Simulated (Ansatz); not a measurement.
**Ge wire along [110], 15 atoms a period, H-terminated: bands by functional**

Wanted: the relaxed geometry and the bands of the Ge wire along [110], 15 atoms a period, H-terminated.

Method: DFT PBE, plane waves, PAW; relaxation of a wire's period; PAW set soft_1, in the first sound run; inputs show where later runs differ, in Ansatz 0.2.0.

Report form: the programs' logs are mostly left out.

## Step 1: Starting point

The cell holds 27 atoms: 15 Ge and 12 H. Its edges and angles: a = 17.241 Å, b = 17.493 Å, c = 4.073 Å, α = 90.0°, β = 90.0°, γ = 90.0°. Vacuum lies along a and b. The structure's axis is c.

## Step 2: The relaxed wire

Band widths follow the bond lengths, so the wire is relaxed first. The atoms and the third cell vector are free; the box across stays fixed as vacuum. A Fermi-Dirac smearing is set since the result may be a metal. The pressure printed is a third of the stress's trace over the whole box, vacuum included; only the stress along the axis is relaxed.

Input file input.yaml:

```yaml
crystal:
  lattice:
    - [17.241, 0.0, 0.0]
    - [0.0, 17.493, 0.0]
    - [0.0, 0.0, 4.0729350596]
  atoms:
    - { symbol: Ge, position: [0.416487815, 0.383593563, 0.0] }
    - { symbol: H, position: [0.447769851, 0.805655945, 0.0] }
    - { symbol: Ge, position: [0.500009653, 0.267177423, 0.0] }
    - { symbol: Ge, position: [0.500009653, 0.500009703, 0.0] }
    - { symbol: Ge, position: [0.750575165, 0.383593563, 0.0] }
    - { symbol: H, position: [0.802814967, 0.310779599, 0.0] }
    - { symbol: H, position: [0.802814967, 0.456407527, 0.0] }
    - { symbol: H, position: [0.197204338, 0.500009703, 0.187268604] }
[... 15 atom lines left out ...]
    - { symbol: Ge, position: [0.500009653, 0.732841982, 0.0] }
    - { symbol: Ge, position: [0.750575165, 0.616425842, 0.0] }
    - { symbol: H, position: [0.802814967, 0.689239806, 0.0] }
    - { symbol: H, position: [0.802814967, 0.543611878, 0.0] }
kpoints:
  mp_grid: { grid: [1, 1, 20] }
scf:
  occupations: { method: fermi_dirac, width: 0.05 }
hamiltonian:
  xc: pbe
  pseudopotentials: { kind: paw, azcp: { folder: soft_1 } }
relax:
  cell: { fix: [a, b, alpha, beta, gamma] }
  max_steps: 45
  f_tol: 0.03
```

Started as:

```bash
$ ansatz run input.yaml --threads 4 --pin off --max-ram 16384MiB --backend cpu --events-out ev --progress --plain --runs-dir out
```

The job ended after 5.3 min (4 threads of Arm Neoverse V2, shared host; peak memory 3.7 GiB).

The steps of the relaxation:

```
step  energy less that of the first step (eV)  largest force component (eV/Å)  pressure (GPa)  volume (Å³)
   1                                   0.0000                          0.4016           -0.35      1228.38
   2                                  -0.1807                          0.2101           -0.12      1235.87
   3                                  -0.2110                          0.0854           -0.04      1234.88
   4                                  -0.2356                          0.0866            0.01      1233.49
   5                                  -0.2460                          0.0228            0.00      1234.01
   6                                  -0.2482                          0.0535           -0.01      1234.20
   7                                  -0.2487                          0.0038            0.00      1234.16
  8*                                  -0.2496                          0.0038            0.00      1234.16
```

Relaxation steps marked * repeat the geometry before them on a plane-wave basis chosen anew for their cell, so energy and pressure can jump there.

Forces are held to the 4 operations that the run works with; a distortion that breaks them can't arise in this run.

```csv
cell as run,before,after,change
c (Å),4.073,4.092,+0.5 %
```

The atoms that moved most (Å, along periodic axes as changes of fractional coordinates times the final cell, across vacuum about the mean position):

```
atom      dx      dy     dz  length
 H27   0.159   0.422  0.000   0.451
  H7   0.159  -0.422  0.000   0.451
 H26  -0.291   0.328  0.000   0.438
  H6  -0.291  -0.328  0.000   0.438
Ge25  -0.069   0.207  0.000   0.218
 Ge5  -0.069  -0.207  0.000   0.218
 H10   0.098   0.042  0.000   0.107
 H11   0.098  -0.042  0.000   0.107
```

The relaxed structure:

```cif
data_structure
_symmetry_space_group_name_H-M 'P 1'
_symmetry_Int_Tables_number 1
_cell_length_a 17.2410
_cell_length_b 17.4930
_cell_length_c 4.0921
_cell_angle_alpha 90.000
_cell_angle_beta 90.000
_cell_angle_gamma 90.000
_cell_volume 1234.16
loop_
_atom_site_label
_atom_site_type_symbol
_atom_site_fract_x
_atom_site_fract_y
_atom_site_fract_z
_atom_site_occupancy
Ge1 Ge 0.41862 0.38513 0.00000 1
H2 H 0.44669 0.80187 0.00000 1
Ge3 Ge 0.50033 0.26967 0.00000 1
Ge4 Ge 0.50313 0.50000 0.00000 1
Ge5 Ge 0.74656 0.37176 0.00000 1
H6 H 0.78594 0.29204 0.00000 1
H7 H 0.81204 0.43230 0.00000 1
H8 H 0.19917 0.50000 0.20097 1
Ge9 Ge 0.25325 0.50000 0.50000 1
H10 H 0.28642 0.31317 0.50000 1
H11 H 0.28642 0.68683 0.50000 1
Ge12 Ge 0.33715 0.38681 0.50000 1
Ge13 Ge 0.33715 0.61319 0.50000 1
Ge14 Ge 0.58035 0.26961 0.50000 1
Ge15 Ge 0.58035 0.73039 0.50000 1
Ge16 Ge 0.58648 0.50000 0.50000 1
H17 H 0.63277 0.19713 0.50000 1
H18 H 0.63277 0.80287 0.50000 1
Ge19 Ge 0.66675 0.38204 0.50000 1
Ge20 Ge 0.66675 0.61796 0.50000 1
H21 H 0.19917 0.50000 0.79903 1
Ge22 Ge 0.41862 0.61487 0.00000 1
H23 H 0.44669 0.19813 0.00000 1
Ge24 Ge 0.50033 0.73033 0.00000 1
Ge25 Ge 0.74656 0.62824 0.00000 1
H26 H 0.78594 0.70796 0.00000 1
H27 H 0.81204 0.56770 0.00000 1
```

Numbers from this step:

* cell length along the wire: 4.092 Å

The cell's length comes to 4.092 Å with spin left out.

## Step 3: The perfect wire

This step: DFT PBE, plane waves, PAW; bands of a perfect wire; PAW set soft_1 (Ansatz 0.2.0).

At the relaxed period the bands are computed along the axis; those that cross an energy going forward count the channels that a perfect wire would open there.

Input file input.yaml:

```yaml
crystal:
  lattice:
    - [17.241, 0.0, 0.0]
    - [0.0, 17.493, 0.0]
    - [0.0, 0.0, 4.092098158]
  atoms:
    - { symbol: Ge, position: [0.418623796, 0.385128716, 0.0] }
    - { symbol: H, position: [0.446689355, 0.801866753, 0.0] }
    - { symbol: Ge, position: [0.500328293, 0.269670271, 0.0] }
    - { symbol: Ge, position: [0.503125032, 0.5, 0.0] }
    - { symbol: Ge, position: [0.746560651, 0.371755039, 0.0] }
    - { symbol: H, position: [0.785942052, 0.292042562, 0.0] }
    - { symbol: H, position: [0.812040954, 0.432300832, 0.0] }
    - { symbol: H, position: [0.199166431, 0.5, 0.200966455] }
[... 15 atom lines left out ...]
    - { symbol: Ge, position: [0.500328293, 0.730329729, 0.0] }
    - { symbol: Ge, position: [0.746560651, 0.628244961, 0.0] }
    - { symbol: H, position: [0.785942052, 0.707957438, 0.0] }
    - { symbol: H, position: [0.812040954, 0.567699168, 0.0] }
kpoints:
  mp_grid: { grid: [1, 1, 20] }
  band_path: { path: ["Γ", Z], npoints: 90 }
scf:
  occupations: { method: fermi_dirac, width: 0.05 }
hamiltonian:
  xc: pbe
  pseudopotentials: { kind: paw, azcp: { folder: soft_1 } }
output:
  dos: { e_range: [-5, 4] }
  write_potential: true
  write_density: true
  volumetric_format: npy
```

Elapsed: 5.2 min, on 4 threads; peak memory 8.9 GiB; 21 min of CPU time.

This step gave:

```
band gap : 1.593 eV
```

The electronic bands at the labelled points (eV, zero at the Fermi level; v1 is the highest filled band, c1 the lowest empty one):

```
  point     v4     v3     v2     v1    c1    c2    c3    c4
      Γ  -1.59  -1.58  -1.07  -0.78  0.82  0.83  0.89  0.99
halfway  -2.00  -1.96  -1.78  -1.67  1.73  1.84  1.93  2.03
      Z  -2.47  -2.27  -2.18  -2.17  1.46  1.47  1.70  1.84
```

The gap is 1.59 eV, with spin left out.

The path shows a direct gap of 1.59 eV (valence top at Γ, conduction bottom at Γ).

## Step 4: Levels at the same atoms, cutoff 500 eV, k-mesh 1×1×15

This step: DFT r2SCAN, plane waves, PAW; bands of a perfect wire at the PBE geometry; PAW set soft_1 (Ansatz 0.2.0).

The atoms stay at the PBE geometry and the functional changes. r2SCAN also reads the kinetic-energy density; it often gives larger moments and wider gaps than PBE, at a higher cost. Against the first PBE run of this kind, the cutoff is 500 eV against 420 and the mesh along the wire has 15 points against 20.

input.yaml, as its differences from that of step 3:

```diff
@@ -34,3 +34,3 @@
 kpoints:
-  mp_grid: { grid: [1, 1, 20] }
+  mp_grid: { grid: [1, 1, 15] }
   band_path: { path: ["Γ", Z], npoints: 90 }
@@ -39,8 +39,3 @@
 hamiltonian:
-  xc: pbe
+  xc: r2scan
   pseudopotentials: { kind: paw, azcp: { folder: soft_1 } }
-output:
-  dos: { e_range: [-5, 4] }
-  write_potential: true
-  write_density: true
-  volumetric_format: npy
```

Wall time 8.4 min (4 threads); peak memory 13 GiB.

This step gave:

- band gap: 1.892 eV

Electronic bands along the path, in eV, zero at the Fermi level; v1 is the highest filled band, c1 the lowest empty one:

```
  point     v4     v3     v2     v1    c1    c2    c3    c4
      Γ  -1.78  -1.75  -1.24  -0.93  0.96  0.98  1.03  1.15
halfway  -2.21  -2.17  -1.98  -1.86  1.92  2.03  2.08  2.20
      Z  -2.70  -2.49  -2.40  -2.39  1.63  1.65  1.84  2.00
```

The gap is 1.89 eV, against 1.59 eV under PBE at the relaxed period.

## Step 5: Levels at the same atoms, level HSE06, cutoff 420 eV

This step: DFT HSE06, plane waves, PAW; levels of a perfect wire at the PBE geometry; PAW set soft_1 (Ansatz 0.2.0).

The atoms stay at the PBE geometry and the functional changes. HSE06 mixes in a quarter of short-range exact exchange, which removes part of the self-interaction that closes gaps; it is dear, so the mesh is thinner and no path is run. Against the first PBE run of this kind, the mesh along the wire has 8 points against 20.

input.yaml, as its differences from that of step 4:

```diff
@@ -34,4 +34,3 @@
 kpoints:
-  mp_grid: { grid: [1, 1, 15] }
-  band_path: { path: ["Γ", Z], npoints: 90 }
+  mp_grid: { grid: [1, 1, 8] }
 scf:
@@ -39,3 +38,3 @@
 hamiltonian:
-  xc: r2scan
+  xc: hse06
   pseudopotentials: { kind: paw, azcp: { folder: soft_1 } }
```

Run time: 7.3 min. Hardware: 4 threads; peak memory 5 GiB.

Numbers from this step:

- band gap: 2.272 eV

The gap is 2.27 eV, against 1.59 eV under PBE at the relaxed period.

## Step 6: Two-component spinors, k-mesh 1×1×13

This step: DFT PBE, plane waves, fully relativistic PAW; bands of a perfect wire with spin-orbit coupling; PAW set soft_1 (Ansatz 0.2.0).

Spin-orbit coupling mixes the spins and splits bands that cross or touch without it, so it can open or close channels. Fully relativistic datasets take the place of the scalar ones. Against the first PBE run of this kind, the mesh along the wire has 13 points against 20.

input.yaml, as its differences from that of step 5:

```diff
@@ -34,3 +34,4 @@
 kpoints:
-  mp_grid: { grid: [1, 1, 8] }
+  mp_grid: { grid: [1, 1, 13] }
+  band_path: { path: ["Γ", Z], npoints: 90 }
 scf:
@@ -38,3 +39,6 @@
 hamiltonian:
-  xc: hse06
-  pseudopotentials: { kind: paw, azcp: { folder: soft_1 } }
+  xc: pbe
+  pseudopotentials: { kind: paw_fr, azcp: { folder: soft_1 } }
+magnetization:
+  noncollinear: true
+  spin_orbit: true
```

It took 67 min on 4 threads; peak memory 12 GiB.

Numbers from this step:

```
band gap : 1.585 eV
```

The electronic bands at the labelled points (eV, zero at the Fermi level; v1 is the highest filled band, c1 the lowest empty one):

| point | v4 | v3 | v2 | v1 | c1 | c2 | c3 | c4 |
| --- | --- | --- | --- | --- | --- | --- | --- | --- |
| Γ | -1.07 | -1.07 | -0.77 | -0.77 | 0.81 | 0.81 | 0.82 | 0.82 |
| halfway | -1.81 | -1.79 | -1.65 | -1.65 | 1.72 | 1.74 | 1.82 | 1.84 |
| Z | -2.18 | -2.18 | -2.16 | -2.16 | 1.45 | 1.45 | 1.46 | 1.46 |

The gap is 1.59 eV, against 1.59 eV under PBE at the relaxed period, with no moment.

## Step 7: Cost and result by level

Times are for 4 threads of Arm Neoverse V2, shared host. The series side by side:

```csv
no.,run,band gap (eV),time,memory (GiB)
1,lead,1.593,5.2 min,8.9
2,levels,1.892,8.4 min,13
3,levels,2.272,7.3 min,5.0
4,SOC,1.585,67 min,12
```

## Step 8: Outcome

```yaml
cell_length_pbe: 4.092 Å
gap_pbe: 1.59 eV
gap_r2scan: 1.89 eV
gap_hse06: 2.27 eV
gap_with_spin_orbit_coupling: 1.59 eV
```

In words: Under PBE the cell's length is 4.09 Å, and a gap of 1.59 eV makes it a semiconductor. At the relaxed period the wire is gapped under every functional, from 1.59 eV (PBE) to 2.27 eV (HSE06). Weak screening in one dimension makes quasiparticle gaps larger than the semilocal gaps, as a rule. A hybrid's gap is read on a coarse mesh, without a band path.

[Logs are printed without paths, hosts, clocks, repeated set-up lines and the standing remarks that a program may print on its own settings, such as how far it seeks lower states.]

[Hosts, paths, dates, database ids (printed as entryN), source tags and the programs' standing remarks are cut or masked in the printed files.]
